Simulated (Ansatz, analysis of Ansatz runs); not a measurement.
# Migration barrier of interstitial H in bcc Mo, hop from a tetrahedral to the next tetrahedral site (PBE), part 3 of 3

How near does this set-up come to the measured migration barrier? Subject: interstitial H in bcc Mo, hop from a tetrahedral to the next tetrahedral site. Set-up: PBE, 32-site cell, PBE lattice, 420 eV, k: 4x4x4 Gamma-centred, zero-point energy of the moving atom added. The model is a cell of 32 host atoms with 1 H put in. The barrier is the energy of the highest image of a climbing band over the relaxed site that the atom leaves.

Ansatz 0.2.0; PBE, 32-site cell, PBE lattice, 420 eV, k: 4x4x4 Gamma-centred, zero-point energy of the moving atom added.

So far, barrier forward (eV): step 3 (nudged elastic band) 0.164.

## 4. Vibrations of the moving atom at the low point

A light atom carries zero-point energy, which differs between site and saddle; its three modes are computed at both, leaving out the unstable one.

This step: plane-wave PAW DFT, PBE; finite-displacement force constants of the moving atom alone.

The input, modes_low/input.yaml:

```yaml
crystal:
  lattice:
    - [0.0, 6.32231142, 6.32231142]
    - [6.32231142, 0.0, 6.32231142]
    - [6.32231142, 6.32231142, 0.0]
  atoms:
    - { symbol: Mo, position: [0.000565782, -0.001644684, 0.001644684] }
    - { symbol: Mo, position: [0.123897442, 0.124706665, 0.126208896] }
[... 1 atom line left out ...]
    - { symbol: Mo, position: [0.376449233, 0.373550767, 0.366136938] }
[... 2 atom lines left out ...]
    - { symbol: Mo, position: [0.248550767, 0.241136938, 0.758863062] }
    - { symbol: Mo, position: [0.374394037, 0.375605963, 0.875834042] }
[... 2 atom lines left out ...]
    - { symbol: Mo, position: [0.250605963, 0.750834043, 0.249165957] }
    - { symbol: Mo, position: [0.374287681, 0.876290148, 0.374092735] }
    - { symbol: Mo, position: [-0.000834043, 0.499394037, 0.500605963] }
    - { symbol: Mo, position: [0.116136938, 0.633863062, 0.626449233] }
    - { symbol: Mo, position: [0.250712319, 0.749670565, 0.750907265] }
[... 6 atom lines left out ...]
    - { symbol: Mo, position: [0.625834043, 0.124165957, 0.624394037] }
[... 3 atom lines left out ...]
    - { symbol: Mo, position: [0.624670565, 0.625907265, 0.123709851] }
[... 2 atom lines left out ...]
    - { symbol: Mo, position: [0.508863062, 0.501449233, 0.498550767] }
[... 3 atom lines left out ...]
    - { symbol: H, position: [0.3125, 0.4375, 0.5625] }
basis:
  ecutwfc: 420
  xc_grid: 2
hamiltonian:
  xc: pbe
kpoints:
  mp_grid: { grid: [4, 4, 4] }
scf:
  occupations: { method: methfessel_paxton, width: 0.1 }
  max_iter: 120
output: {}
phonons:
  supercell: [1, 1, 1]
  displaced_sites: [32]
  amplitude: 0.03
```

Launch:

```
ansatz run input.yaml --threads 8 --pin off --max-ram 14131MiB --backend cpu --events-out ev --progress --plain --runs-dir out
```

Numbers of over 12 decimals in the logs are rounded to 6 here.

The program printed:

```text
[...]
Crystal: 33 atoms, lattice volume = 505.426 Å³
Basis set: ecut = 420 eV, 9841 PW (Γ), exchange–correlation on 120×120×120 points (8 copies of the dense FFT grid, shifted against one another)
Bands: 270, of which v1, the nominal top of the filled ones, is band 225 counted from 1 (224 counted from 0)
Symmetry: 8 space group operations
k-points: 13 of 64 (time reversal used)
[...]
SCF iter   1: F=—  HF=-158607.887158 eV  |F-HF|=—  |Δ(HF+E_count)|=         —  Δρ=4.18e-3  dr2=2.61e-1  ethr=1.77e-3  ⟨swp⟩=4.4  Hψ=11528  notcnv=0
[...]
SCF iter   8: F=-158607.871458 eV  HF=-158607.871458 eV  |F-HF|=1.46e-10  |Δ(HF+E_count)|=  2.91e-11  S|Δr|=    0.00e0  Δρ=1.14e-7  dr2=1.64e-10  ethr=1.00e-12  ⟨swp⟩=8.0  Hψ=12611  notcnv=0
SCF 1 converged in 8 iterations: F = -158607.871458 eV  dr2 = 1.64e-10
[...]
Symmetry: 2 space group operations
k-points: 24 of 64 (time reversal used)
[...]
[... further k-points left out ...]
--- Phonons: 2 displaced members + reference (amplitude 0.03 Å, Σ member SCF iterations 13) ---
  symmetry images taken by strict's conditions (phonons.symmetry_images: auto; settled by no image being taken that strict refuses)
  force constants formed among 1 of 33 sites (H 32); the other 32 at rest. The modes move the named sites alone.
  the frequencies, the zero-point energy and the sums are of the block with the acoustic sum rule laid on its rows. Row sums over every site: 3.9e-5 eV/Å² at the most
  transpose residual: 5.5e-17 eV/Å²
  largest component of a force at the reference: 2.7e-20 eV/Å on a named site, 1.4e-2 eV/Å on a site at rest
  frequencies among the named sites at Γ of the cell (cm⁻¹): 1043.41 1459.47 1459.47
  unstable modes among the named sites: 0
  frequencies as built, with no sum rule (cm⁻¹): 1043.40 1459.47 1459.47
  zero-point energy: 0.245634 eV/cell   skipped modes (ω ≤ 0): 0
  not written: the harmonic force-constant file, the file of eigenvectors (these modes' are written with the force constants), the density of states and the dispersion, which are of every site
[key lines of the parts left out:]
SCF converged after 8 iterations
Free energy (F): -158607.871458 eV
Fermi energy:    20.918878 eV
```

Elapsed: 5.2 min, on 8 threads of Arm Neoverse V2, shared host; peak memory 6.3 GiB.

Numbers from this step:

| Property | Result |
| --- | --- |
| free energy | -158607.8715 eV |
| smearing term TS | -0.002824 eV |
| frequencies of moving atom | 1043, 1459, 1459 cm⁻¹ (negative: imaginary) |

## 5. Vibrations of the moving atom at the top point

This step: plane-wave PAW DFT, PBE; finite-displacement force constants of the moving atom alone.

The input, modes_top/input.yaml:

```yaml
crystal:
  lattice:
    - [0.0, 6.32231142, 6.32231142]
    - [6.32231142, 0.0, 6.32231142]
    - [6.32231142, 6.32231142, 0.0]
  atoms:
    - { symbol: Mo, position: [-2.7129e-05, -0.001897006, 0.001895398] }
    - { symbol: Mo, position: [0.124353589, 0.124873128, 0.126689222] }
[... 1 atom line left out ...]
    - { symbol: Mo, position: [0.384552453, 0.370149633, 0.361014986] }
[... 1 atom line left out ...]
    - { symbol: Mo, position: [0.125305997, 0.125387501, 0.623986431] }
    - { symbol: Mo, position: [0.250127078, 0.239841513, 0.760173899] }
    - { symbol: Mo, position: [0.374969436, 0.376009528, 0.874608695] }
[... 2 atom lines left out ...]
    - { symbol: Mo, position: [0.250132695, 0.750477342, 0.249526835] }
[... 1 atom line left out ...]
    - { symbol: Mo, position: [-0.000423616, 0.498818821, 0.501182664] }
    - { symbol: Mo, position: [0.115727875, 0.638967727, 0.629846047] }
[... 7 atom lines left out ...]
    - { symbol: Mo, position: [0.62558961, 0.125387497, 0.623986424] }
[... 1 atom line left out ...]
    - { symbol: Mo, position: [0.874681879, 0.376009521, 0.874608693] }
[... 1 atom line left out ...]
    - { symbol: Mo, position: [0.625143632, 0.62585976, 0.124184351] }
[... 2 atom lines left out ...]
    - { symbol: Mo, position: [0.500691708, 0.498818821, 0.501182663] }
[... 3 atom lines left out ...]
    - { symbol: H, position: [0.250115678, 0.444105042, 0.555933167] }
basis:
  ecutwfc: 420
  xc_grid: 2
hamiltonian:
  xc: pbe
kpoints:
  mp_grid: { grid: [4, 4, 4] }
scf:
  occupations: { method: methfessel_paxton, width: 0.1 }
  max_iter: 120
output: {}
phonons:
  supercell: [1, 1, 1]
  displaced_sites: [32]
  amplitude: 0.03
```

The program printed:

```text
[...]
Crystal: 33 atoms, lattice volume = 505.426 Å³
Basis set: ecut = 420 eV, 9841 PW (Γ), exchange–correlation on 120×120×120 points (8 copies of the dense FFT grid, shifted against one another)
Bands: 270, of which v1, the nominal top of the filled ones, is band 225 counted from 1 (224 counted from 0)
Symmetry: 2 space group operations
k-points: 24 of 64 (time reversal used)
[...]
SCF iter   1: F=—  HF=-158607.721521 eV  |F-HF|=—  |Δ(HF+E_count)|=         —  Δρ=4.11e-3  dr2=2.37e-1  ethr=1.77e-3  ⟨swp⟩=4.3  Hψ=21116  notcnv=0
[...]
SCF iter   8: F=-158607.707446 eV  HF=-158607.707446 eV  |F-HF|=1.75e-10  |Δ(HF+E_count)|=    0.00e0  S|Δr|=    0.00e0  Δρ=1.14e-7  dr2=1.81e-10  ethr=1.00e-12  ⟨swp⟩=8.0  Hψ=22200  notcnv=0
SCF 1 converged in 8 iterations: F = -158607.707446 eV  dr2 = 1.81e-10
[...]
atom  11  Mo    -0.00020749     0.01284996    -0.01284996
  [... 1 atom left out ...]
  atom  13  Mo    -0.00000884     0.01712915    -0.00603619
  atom  14  Mo    -0.02037817    -0.01312064     0.01312064
  [... 7 atoms left out ...]
  atom  22  Mo    -0.00391886    -0.00946215     0.01044692
  [... 1 atom left out ...]
  atom  24  Mo     0.00408620    -0.01041536     0.00961182
  [... 4 atoms left out ...]
  atom  29  Mo    -0.00000884     0.00603619    -0.01712915
  [... 3 atoms left out ...]
  atom  33  H     -0.00451343    -0.01237697     0.01237697
  max |Σ_I F_I| component: 2.33e-7 eV/Å
--- Band table (eV; the first three rows and the last of 24) ---
[...]
[... further k-points left out ...]
[...]
transpose residual: 1.0e-5 eV/Å²
[...]
frequencies among the named sites at Γ of the cell (cm⁻¹): -765.97 1342.25 1951.74
  unstable modes among the named sites: 1
  frequencies as built, with no sum rule (cm⁻¹): -765.98 1342.25 1951.74
  zero-point energy: 0.204201 eV/cell   skipped modes (ω ≤ 0): 1, of them read as no rigid motion or as one in doubt: 1 (1.000e0 modes/cell left out, lowest -765.97 cm⁻¹)
[...]
[key lines of the parts left out:]
SCF converged after 8 iterations
Free energy (F): -158607.707446 eV
Fermi energy:    20.918003 eV
```

Elapsed: 11 min, on 8 threads; peak memory 7.5 GiB.

Numbers from this step:

| Quantity | Value |
| --- | --- |
| free energy | -158607.7074 eV |
| smearing term TS | -0.002819 eV |
| frequencies of moving atom | -766.0, 1342, 1952 cm⁻¹ (negative: imaginary) |

## 6. Outcome

```json
{
 "migration barrier (saddle less minimum)": "0.12 eV",
 "energy difference of the two ends": "0.00 eV",
 "length of the hop": "1.12 Å",
 "change of the moving atom's zero-point energy, saddle less site": "-0.04 eV",
 "time of the whole chain": "48 min on 8 threads"
}
```

What this shows: Migration barrier: computed 0.12 eV, measured 0.185 eV and 0.17 eV; 0.05 eV below the nearest measurement. Zero-point energy changes the barrier by -0.04 eV. The measured number is an Arrhenius activation energy of long-range diffusion; for H it holds zero-point energy and, in bcc metals near room temperature, tunnelling. One hop between neighbouring sites is computed at the host's lattice. Limits: the periodic copies of the defect are only 8.9 Å apart.

[Logs are printed without paths, hosts, clocks, repeated set-up lines and the standing remarks that a program may print on its own settings, such as how far it seeks lower states.]

[Hosts, paths, dates, database ids (printed as entryN), source tags and the programs' standing remarks are cut or masked in the printed files.]

[For some hosts the program warned that the k-mesh of the response run may be too coarse for force constants and the static dielectric constant; such warnings are not shown here.]
